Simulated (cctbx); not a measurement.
## A crystallographic session in cctbx: Mg14TaZn

Library: cctbx 2025.11. The data are simulated by the first script.

## 1. Simulate the data

run.py:

```python
from cctbx import adptbx, crystal, miller, sgtbx, xray
from cctbx.array_family import flex
from iotbx.shelx import hklf
from scitbx import matrix
import scitbx.random

cs = crystal.symmetry(unit_cell=(10.151, 6.206, 11.036, 90, 90, 90), space_group_symbol='Hall: A 2 -2')  # Amm2
atoms = [  # label, site, U (iso, or U11 U22 U33 U12 U13 U23 in A^2), occupancy
    ("Ta1", (0.5, 0.5, 0.1828), (0.0161, 0.0182, 0.0339, 0.0000, 0.0000, 0.0000), 1),
    ("Zn1", (0.5, 0, 0.1654), (0.0283, 0.0308, 0.0287, 0.0000, 0.0000, 0.0000), 1),
    ("Mg1", (0.7576, 0.5, 0.3288), (0.0176, 0.0348, 0.0269, 0.0000, 0.0003, 0.0000), 1),
    ("Mg2", (0.7249, 0, 0.3172), (0.0316, 0.0343, 0.0279, 0.0000, 0.0009, 0.0000), 1),
    ("Mg3", (0.7409, 0.7517, 0.0787), (0.0388, 0.0310, 0.0370, 0.0044, 0.0026, -0.0087), 1),
    ("Mg4", (0, 0.2392, 0.4193), (0.0433, 0.0504, 0.0341, 0.0000, 0.0000, -0.0045), 1),
    ("Mg5", (0.5, 0.252, 0.4215), (0.0572, 0.0443, 0.0372, 0.0000, 0.0000, -0.0086), 1),
    ("Mg6", (0, 0.5, 0.1667), (0.0247, 0.0430, 0.0406, 0.0000, 0.0000, 0.0000), 1),
    ("Mg7", (0, 0, 0.1721), (0.0536, 0.0436, 0.0532, 0.0000, 0.0000, 0.0000), 1),
]
xs = xray.structure(crystal_symmetry=cs)
for label, site, u, occ in atoms:
    u = adptbx.u_cif_as_u_star(cs.unit_cell(), u) if isinstance(u, tuple) else u
    xs.add_scatterer(xray.scatterer(label, site=site, u=u, occupancy=occ))
xs.set_inelastic_form_factors(1.54184, "sasaki")
xs.show_summary()
p1 = xs.expand_to_p1()
ms = miller.build_set(p1, anomalous_flag=True, d_min=0.83)
flex.set_random_seed(275664)
scitbx.random.set_random_seed(275664)
ms = ms.select(flex.random_double(ms.size()) < 0.95)
i = ms.structure_factors_from_scatterers(p1, algorithm="direct").f_calc().as_intensity_array().data()
i = i / flex.sqrt(1 + 0.3 * i / flex.max(i))  # extinction
i = i * 5000 / flex.max(i)
sig = flex.sqrt(i + flex.pow2(0.04 * i) + 4 ** 2)
noise = scitbx.random.variate(scitbx.random.normal_distribution())(i.size())
data = ms.array(data=i + sig * noise, sigmas=sig).set_observation_type_xray_intensity()
with open("data.hkl", "w") as f:
    data.export_as_shelx_hklf(f)
print("reflections written:", data.size(), " <I/sigma> = %.1f" % flex.mean(data.data() / data.sigmas()))
for h, a, b in list(data.sort("data"))[:12]:
    print("%4d%4d%4d %9.1f %7.1f" % (h + (a, b)))
```

```console
$ python run.py
```

```text
Number of scatterers: 9
At special positions: 8
Unit cell: (10.151, 6.206, 11.036, 90, 90, 90)
Space group: A m m 2 (No. 38)
reflections written: 4890  <I/sigma> = 4.8
  -4   0   0    4893.0   212.2
   4   0   0    4729.7   212.2
   2   0  -4    4528.5   185.7
  -2   0   4    4479.7   186.4
  -2   0  -4    4346.5   185.7
   2   0   4    4118.5   186.4
   2   2  -2    3796.7   153.5
  -2  -2  -2    3570.9   153.5
   2   2   2    3447.0   146.8
  -2  -2   2    3439.5   146.8
  -2   2  -2    3387.7   153.5
  -2   2   2    3384.5   146.8
```

Run time: 0.42 s on 1 thread of Arm Neoverse N1, with other jobs on the host, peak memory 0.07 GiB.

## 2. Refinement (right model, isotropic)

run.py:

```python
import math
from cctbx import adptbx, crystal, maptbx, sgtbx, xray
from cctbx.array_family import flex
from cctbx.xray import observations
from iotbx.shelx import hklf
from scitbx.lstbx import normal_eqns_solving
from smtbx import absolute_structure, utils
from smtbx.refinement import constraints, least_squares

cs = crystal.symmetry(unit_cell=(10.151, 6.206, 11.036, 90, 90, 90), space_group_symbol='Hall: A 2 -2')  # Amm2
atoms = [  # label, site, U (iso, or U11 U22 U33 U12 U13 U23 in A^2), occupancy
    ("Ta1", (0.5, 0.5, 0.1826), 0.0200, 1),
    ("Zn1", (0.5, 0, 0.1739), 0.0200, 1),
    ("Mg1", (0.7613, 0.5, 0.331), 0.0200, 1),
    ("Mg2", (0.7232, 0, 0.3171), 0.0200, 1),
    ("Mg3", (0.7405, 0.7565, 0.0799), 0.0200, 1),
    ("Mg4", (0, 0.2311, 0.4194), 0.0200, 1),
    ("Mg5", (0.5, 0.2567, 0.4225), 0.0200, 1),
    ("Mg6", (0, 0.5, 0.1639), 0.0200, 1),
    ("Mg7", (0, 0, 0.1712), 0.0200, 1),
]
xs = xray.structure(crystal_symmetry=cs)
for label, site, u, occ in atoms:
    u = adptbx.u_cif_as_u_star(cs.unit_cell(), u) if isinstance(u, tuple) else u
    xs.add_scatterer(xray.scatterer(label, site=site, u=u, occupancy=occ))
xs.set_inelastic_form_factors(1.54184, "sasaki")
raw = hklf.reader(file_name="data.hkl").as_miller_arrays(crystal_symmetry=cs, anomalous=True)[0]
merged = raw.eliminate_sys_absent().merge_equivalents()
fo2 = merged.array().set_observation_type_xray_intensity()
print("Rint %.3f, %d unique reflections to %.2f A" % (merged.r_int(), fo2.size(), fo2.d_min()))
for sc in xs.scatterers():
    sc.flags.set_grad_site(True)
    sc.flags.set_grad_u_aniso(sc.flags.use_u_aniso())
    sc.flags.set_grad_u_iso(sc.flags.use_u_iso())
obs = fo2.as_xray_observations()
extra = {}
rep = constraints.reparametrisation(xs, [], utils.connectivity_table(xs), **extra)
ls = least_squares.crystallographic_ls(obs, rep, weighting_scheme=least_squares.mainstream_shelx_weighting(a=0, b=0))
print("cycle     R1     wR2    GooF  max shift (A)")
for cycle in range(8):
    ls.build_up()
    r1, wr2, goof = ls.r1_factor(cutoff_factor=2)[0], ls.wR2(), ls.goof()
    old = xs.sites_cart()
    normal_eqns_solving.levenberg_marquardt_iterations(ls, n_max_iterations=3, tau=1e-06, step_threshold=1e-7)
    big = flex.max((xs.sites_cart() - old).norms())
    print("%4d %7.4f %7.4f %7.3f %9.5f" % (cycle + 1, r1, wr2, goof, big))
    ls.build_up(objective_only=True)
    if abs(ls.wR2() - wr2) < 5e-5 and big < 5e-4:
        break
ls.build_up()
print("final R1 %.4f wR2 %.4f GooF %.3f  parameters %d  data/parameter %.1f" % (ls.r1_factor(cutoff_factor=2)[0], ls.wR2(), ls.goof(), ls.n_parameters, fo2.size() / ls.n_parameters))
cov = ls.covariance_matrix_and_annotations()
su = dict(zip(cov.annotations, (math.sqrt(max(v, 0)) for v in cov.matrix.matrix_packed_u_diagonal())))
a2 = cs.unit_cell().reciprocal_parameters()[0] ** -2
print("atom        x        y        z      Ueq    occ   su(xyz)  su(Uiso or U11)")
for sc in xs.scatterers():
    s = max(su.get(sc.label + k, 0) for k in (".x", ".y", ".z"))
    npd = "" if sc.is_positive_definite_u(cs.unit_cell()) else "  NPD"
    print("%-5s %8.5f %8.5f %8.5f %8.4f %6.3f %8.5f %7.4f%s" % ((sc.label,) + sc.site + (sc.u_iso_or_equiv(cs.unit_cell()), sc.occupancy, s, su.get(sc.label + ".uiso", su.get(sc.label + ".u11", 0) * a2), npd)))
fo = fo2.f_sq_as_f()
fc = fo.structure_factors_from_scatterers(xs, algorithm="direct").f_calc()
diff = fo.f_obs_minus_f_calc(1 / math.sqrt(ls.scale_factor()), fc).average_bijvoet_mates()
m = diff.fft_map(symmetry_flags=maptbx.use_space_group_symmetry, resolution_factor=0.25).apply_volume_scaling()
print("difference map: max %.2f min %.2f rms %.2f" % (m.statistics().max(), m.statistics().min(), m.statistics().sigma()))
peaks = m.peak_search(parameters=maptbx.peak_search_parameters(min_distance_sym_equiv=0.6, max_clusters=6)).all()
near = xs.closest_distances(peaks.sites(), distance_cutoff=4)
sps = cs.special_position_settings(min_distance_sym_equiv=0.5)
for k, (x, h) in enumerate(zip(peaks.sites(), peaks.heights())):
    ss = sps.site_symmetry(x)
    print("Q%-3d %7.4f %7.4f %7.4f %4d %7.2f  %.2f A from %s" % ((k + 1,) + tuple(t % 1 for t in ss.exact_site()) + (ss.multiplicity(), h, near.smallest_distances[k], xs.scatterers()[near.i_seqs[k]].label)))
```

```console
$ python run.py
```

```text
Rint 0.052, 745 unique reflections to 0.83 A
cycle     R1     wR2    GooF  max shift (A)
   1  0.1164  0.2650   4.731   0.08340
   2  0.0646  0.1524   2.719   0.03603
   3  0.0638  0.1506   2.688   0.01652
   4  0.0637  0.1505   2.685   0.00622
   5  0.0637  0.1504   2.685   0.00223
   6  0.0637  0.1504   2.685   0.00081
   7  0.0637  0.1504   2.685   0.00030
final R1 0.0637 wR2 0.1504 GooF 2.685  parameters 24  data/parameter 31.0
atom        x        y        z      Ueq    occ   su(xyz)  su(Uiso or U11)
Ta1    0.50000  0.50000  0.18295   0.0222  1.000  0.00020  0.0004
Zn1    0.50000  0.00000  0.16770   0.0328  1.000  0.00047  0.0012
Mg1    0.75738  0.50000  0.33026   0.0255  1.000  0.00078  0.0016
Mg2    0.72423  0.00000  0.31919   0.0326  1.000  0.00089  0.0019
Mg3    0.74115  0.75165  0.08133   0.0344  1.000  0.00098  0.0014
Mg4    0.00000  0.23605  0.42630   0.0456  1.000  0.00291  0.0019
Mg5    0.50000  0.25818  0.42776   0.0473  1.000  0.00370  0.0019
Mg6    0.00000  0.50000  0.16890   0.0373  1.000  0.00177  0.0031
Mg7    0.00000  0.00000  0.17696   0.0535  1.000  0.00393  0.0036
difference map: max 8.13 min -4.90 rms 0.33
Q1    0.5000  0.0000  0.7277    2    8.31  0.49 A from Ta1
Q2    0.5000  0.0000  0.6371    2    8.14  0.51 A from Ta1
Q3    0.5000  0.0000  0.1262    2    1.86  0.46 A from Zn1
Q4    0.5000  0.0000  0.2147    2    1.83  0.52 A from Zn1
Q5    0.5000  0.0000  0.5385    2    1.01  1.59 A from Ta1
Q6    0.4400  0.2462  0.9294    8    0.88  0.61 A from Mg5
```

Time: 0.83 s.

## 3. Refinement (right model, anisotropic)

run.py, as its changes from the last script of this kind:

```diff
@@ -12,9 +12,9 @@
-    ("Ta1", (0.5, 0.5, 0.1826), 0.0200, 1),
-    ("Zn1", (0.5, 0, 0.1739), 0.0200, 1),
-    ("Mg1", (0.7613, 0.5, 0.331), 0.0200, 1),
-    ("Mg2", (0.7232, 0, 0.3171), 0.0200, 1),
-    ("Mg3", (0.7405, 0.7565, 0.0799), 0.0200, 1),
-    ("Mg4", (0, 0.2311, 0.4194), 0.0200, 1),
-    ("Mg5", (0.5, 0.2567, 0.4225), 0.0200, 1),
-    ("Mg6", (0, 0.5, 0.1639), 0.0200, 1),
-    ("Mg7", (0, 0, 0.1712), 0.0200, 1),
+    ("Ta1", (0.5, 0.5, 0.18295), 0.0222, 1),
+    ("Zn1", (0.5, 0, 0.1677), 0.0328, 1),
+    ("Mg1", (0.75738, 0.5, 0.33026), 0.0255, 1),
+    ("Mg2", (0.72423, 0, 0.31919), 0.0326, 1),
+    ("Mg3", (0.74115, 0.75165, 0.08133), 0.0344, 1),
+    ("Mg4", (0, 0.23605, 0.4263), 0.0456, 1),
+    ("Mg5", (0.5, 0.25818, 0.42776), 0.0473, 1),
+    ("Mg6", (0, 0.5, 0.1689), 0.0373, 1),
+    ("Mg7", (0, 0, 0.17696), 0.0535, 1),
@@ -26,0 +27 @@
+xs.convert_to_anisotropic()
@@ -59,0 +61,4 @@
+fc = fo2.structure_factors_from_scatterers(xs, algorithm="direct").f_calc()
+absolute_structure.flack_analysis(xs, fo2.as_xray_observations()).show()
+h = absolute_structure.hooft_analysis(fo2, fc, scale_factor=ls.scale_factor())
+print("Hooft y: %.3f(%.0f)  Bijvoet pairs: %d" % (h.hooft_y, 1000 * h.sigma_y, h.n_bijvoet_pairs))
```

```console
$ python run.py
```

```text
Rint 0.052, 745 unique reflections to 0.83 A
cycle     R1     wR2    GooF  max shift (A)
   1  0.0637  0.1504   2.733   0.03970
   2  0.0234  0.0544   0.988   0.02533
   3  0.0232  0.0537   0.975   0.01651
   4  0.0231  0.0533   0.969   0.01194
   5  0.0231  0.0532   0.966   0.00787
   6  0.0230  0.0531   0.965   0.00489
   7  0.0230  0.0531   0.964   0.00311
   8  0.0230  0.0531   0.964   0.00219
final R1 0.0230 wR2 0.0531 GooF 0.964  parameters 49  data/parameter 15.2
atom        x        y        z      Ueq    occ   su(xyz)  su(Uiso or U11)
Ta1    0.50000  0.50000  0.18383   0.0219  1.000  0.00012  0.0002
Zn1    0.50000  0.00000  0.16640   0.0288  1.000  0.00031  0.0007
Mg1    0.75743  0.50000  0.32931   0.0268  1.000  0.00031  0.0013
Mg2    0.72530  0.00000  0.31782   0.0309  1.000  0.00031  0.0016
Mg3    0.74098  0.75219  0.07929   0.0358  1.000  0.00036  0.0013
Mg4    0.00000  0.24191  0.41870   0.0429  1.000  0.00174  0.0015
Mg5    0.50000  0.24794  0.42161   0.0472  1.000  0.00229  0.0017
Mg6    0.00000  0.50000  0.16654   0.0357  1.000  0.00113  0.0017
Mg7    0.00000  0.00000  0.17309   0.0520  1.000  0.00252  0.0025
Flack x: 0.03(2)
Hooft y: 0.008(25)  Bijvoet pairs: 350
difference map: max 0.47 min -0.46 rms 0.12
Q1    0.1840  0.0000  0.6826    4    0.48  1.72 A from Mg1
Q2    0.5000  0.0772  0.5354    4    0.41  1.64 A from Mg5
Q3    0.2990  0.0731  0.6890    8    0.40  1.69 A from Mg3
Q4    0.3470  0.0000  0.5390    4    0.33  1.86 A from Mg3
Q5    0.3772  0.1394  0.4223    8    0.33  1.42 A from Mg5
Q6    0.3842  0.0877  0.7587    8    0.32  1.54 A from Ta1
```

Time: 1.1 s.

## 4. Refinement

run.py, as its changes from the last script of this kind:

```diff
@@ -29 +29 @@
-merged = raw.eliminate_sys_absent().merge_equivalents()
+merged = raw.eliminate_sys_absent().resolution_filter(d_min=1.3).merge_equivalents()
@@ -41 +41 @@
-for cycle in range(8):
+for cycle in range(12):
@@ -61,4 +60,0 @@
-fc = fo2.structure_factors_from_scatterers(xs, algorithm="direct").f_calc()
-absolute_structure.flack_analysis(xs, fo2.as_xray_observations()).show()
-h = absolute_structure.hooft_analysis(fo2, fc, scale_factor=ls.scale_factor())
-print("Hooft y: %.3f(%.0f)  Bijvoet pairs: %d" % (h.hooft_y, 1000 * h.sigma_y, h.n_bijvoet_pairs))
```

```console
$ python run.py
```

```text
Rint 0.039, 208 unique reflections to 1.30 A
cycle     R1     wR2    GooF  max shift (A)
   1  0.0334  0.0778   2.008   0.02022
   2  0.0178  0.0406   1.047   0.01455
   3  0.0177  0.0403   1.039   0.01057
   4  0.0177  0.0401   1.034   0.00899
   5  0.0177  0.0399   1.031   0.00757
   6  0.0178  0.0399   1.028   0.00631
   7  0.0178  0.0398   1.026   0.00521
   8  0.0178  0.0397   1.025   0.00427
   9  0.0178  0.0397   1.024   0.00347
  10  0.0178  0.0397   1.024   0.00281
  11  0.0178  0.0397   1.023   0.00227
  12  0.0178  0.0396   1.023   0.00189
final R1 0.0178 wR2 0.0396 GooF 1.023  parameters 49  data/parameter 4.2
atom        x        y        z      Ueq    occ   su(xyz)  su(Uiso or U11)
Ta1    0.50000  0.50000  0.18322   0.0199  1.000  0.00046  0.0008
Zn1    0.50000  0.00000  0.16743   0.0309  1.000  0.00143  0.0021
Mg1    0.75765  0.50000  0.33032   0.0276  1.000  0.00108  0.0049
Mg2    0.72465  0.00000  0.31761   0.0301  1.000  0.00090  0.0045
Mg3    0.74053  0.75298  0.08063   0.0359  1.000  0.00117  0.0041
Mg4    0.00000  0.24263  0.42100   0.0464  1.000  0.00479  0.0044
Mg5    0.50000  0.25205  0.42139   0.0470  1.000  0.00525  0.0045
Mg6    0.00000  0.50000  0.17621   0.0481  1.000  0.00589  0.0050
Mg7    0.00000  0.00000  0.17510   0.0501  1.000  0.00577  0.0061
difference map: max 0.24 min -0.27 rms 0.08
Q1    0.0754  0.0000  0.9041    4    0.25  1.78 A from Mg4
Q2    0.1220  0.0000  0.4234    4    0.22  1.95 A from Mg2
Q3    0.4125  0.2493  0.0935    8    0.21  1.56 A from Mg3
Q4    0.3846  0.0000  0.9296    4    0.20  1.81 A from Mg1
Q5    0.2901  0.0000  0.6786    4    0.19  1.74 A from Mg1
Q6    0.3913  0.2681  0.2838    8    0.18  1.88 A from Mg5
```

Time: 1.2 s.

This run holds a fault made on purpose: data cut at low resolution.

## 5. Refinement

run.py, as its changes from the last script of this kind:

```diff
@@ -13 +13 @@
-    ("Zn1", (0.5, 0, 0.1677), 0.0328, 1),
+    ("Ga1", (0.5, 0, 0.1677), 0.0328, 1),
@@ -29 +29 @@
-merged = raw.eliminate_sys_absent().resolution_filter(d_min=1.3).merge_equivalents()
+merged = raw.eliminate_sys_absent().merge_equivalents()
```

```console
$ python run.py
```

```text
Rint 0.052, 745 unique reflections to 0.83 A
cycle     R1     wR2    GooF  max shift (A)
   1  0.0657  0.1538   2.794   0.03905
   2  0.0240  0.0556   1.009   0.02471
   3  0.0238  0.0549   0.998   0.01664
   4  0.0237  0.0546   0.992   0.01238
   5  0.0236  0.0544   0.989   0.00846
   6  0.0236  0.0543   0.987   0.00548
   7  0.0236  0.0543   0.987   0.00363
   8  0.0236  0.0543   0.986   0.00260
   9  0.0236  0.0543   0.986   0.00199
  10  0.0236  0.0543   0.986   0.00156
  11  0.0236  0.0543   0.986   0.00124
  12  0.0236  0.0543   0.986   0.00098
final R1 0.0236 wR2 0.0543 GooF 0.986  parameters 49  data/parameter 15.2
atom        x        y        z      Ueq    occ   su(xyz)  su(Uiso or U11)
Ta1    0.50000  0.50000  0.18384   0.0218  1.000  0.00013  0.0002
Ga1    0.50000  0.00000  0.16643   0.0336  1.000  0.00033  0.0007
Mg1    0.75745  0.50000  0.32926   0.0267  1.000  0.00032  0.0013
Mg2    0.72531  0.00000  0.31785   0.0308  1.000  0.00032  0.0016
Mg3    0.74096  0.75218  0.07930   0.0356  1.000  0.00037  0.0013
Mg4    0.00000  0.24124  0.41864   0.0424  1.000  0.00177  0.0015
Mg5    0.50000  0.24674  0.42175   0.0471  1.000  0.00234  0.0017
Mg6    0.00000  0.50000  0.16646   0.0356  1.000  0.00114  0.0018
Mg7    0.00000  0.00000  0.17290   0.0514  1.000  0.00251  0.0025
difference map: max 0.48 min -0.61 rms 0.12
Q1    0.1839  0.0000  0.6825    4    0.48  1.73 A from Mg1
Q2    0.5000  0.0781  0.5361    4    0.41  1.64 A from Mg5
Q3    0.2979  0.0742  0.6888    8    0.38  1.68 A from Mg3
Q4    0.3466  0.0000  0.5397    4    0.35  1.85 A from Mg3
Q5    0.3770  0.1396  0.4224    8    0.33  1.41 A from Mg5
Q6    0.3843  0.0893  0.7596    8    0.33  1.54 A from Ta1
```

Time: 1.2 s.

This run holds a fault made on purpose: wrong element: Ga1 is Zn.

## 6. Refinement

run.py, as its changes from the last script of this kind:

```diff
@@ -13 +13 @@
-    ("Ga1", (0.5, 0, 0.1677), 0.0328, 1),
+    ("Zn1", (0.5, 0, 0.1677), 0.0328, 1),
@@ -26 +26 @@
-xs.set_inelastic_form_factors(1.54184, "sasaki")
+xs.set_inelastic_form_factors(0.71073, "sasaki")
```

```console
$ python run.py
```

```text
Rint 0.052, 745 unique reflections to 0.83 A
cycle     R1     wR2    GooF  max shift (A)
   1  0.0704  0.1680   3.053   0.04060
   2  0.0246  0.0570   1.036   0.02202
   3  0.0243  0.0564   1.024   0.01254
   4  0.0242  0.0562   1.020   0.00704
   5  0.0241  0.0561   1.019   0.00381
   6  0.0241  0.0561   1.019   0.00240
   7  0.0241  0.0561   1.019   0.00161
   8  0.0241  0.0561   1.019   0.00106
   9  0.0241  0.0561   1.019   0.00069
  10  0.0241  0.0561   1.019   0.00044
final R1 0.0241 wR2 0.0561 GooF 1.019  parameters 49  data/parameter 15.2
atom        x        y        z      Ueq    occ   su(xyz)  su(Uiso or U11)
Ta1    0.50000  0.50000  0.18379   0.0247  1.000  0.00012  0.0002
Zn1    0.50000  0.00000  0.16598   0.0308  1.000  0.00031  0.0007
Mg1    0.75752  0.50000  0.32967   0.0215  1.000  0.00033  0.0014
Mg2    0.72513  0.00000  0.31778   0.0251  1.000  0.00033  0.0016
Mg3    0.74090  0.75224  0.07965   0.0299  1.000  0.00038  0.0013
Mg4    0.00000  0.24279  0.41994   0.0378  1.000  0.00179  0.0015
Mg5    0.50000  0.24956  0.42234   0.0408  1.000  0.00213  0.0018
Mg6    0.00000  0.50000  0.16763   0.0310  1.000  0.00117  0.0018
Mg7    0.00000  0.00000  0.17353   0.0447  1.000  0.00210  0.0026
difference map: max 0.47 min -0.49 rms 0.12
Q1    0.1852  0.0000  0.6839    4    0.47  1.71 A from Mg1
Q2    0.0532  0.0000  0.6818    4    0.47  0.56 A from Mg6
Q3    0.2988  0.0709  0.6899    8    0.44  1.70 A from Mg1
Q4    0.5000  0.0801  0.5344    4    0.43  1.62 A from Mg5
Q5    0.5000  0.2197  0.9066    4    0.39  0.26 A from Mg5
Q6    0.2974  0.0000  0.1238    4    0.35  1.66 A from Mg3
```

It took 1.1 s on 1 thread of Arm Neoverse N1 (shared host), peak memory 0.09 GiB.

This run holds a fault made on purpose: dispersion terms of the wrong wavelength.

[Logs are printed without paths, hosts, clocks, repeated set-up lines and the standing remarks that a program may print on its own settings, such as how far it seeks lower states.]
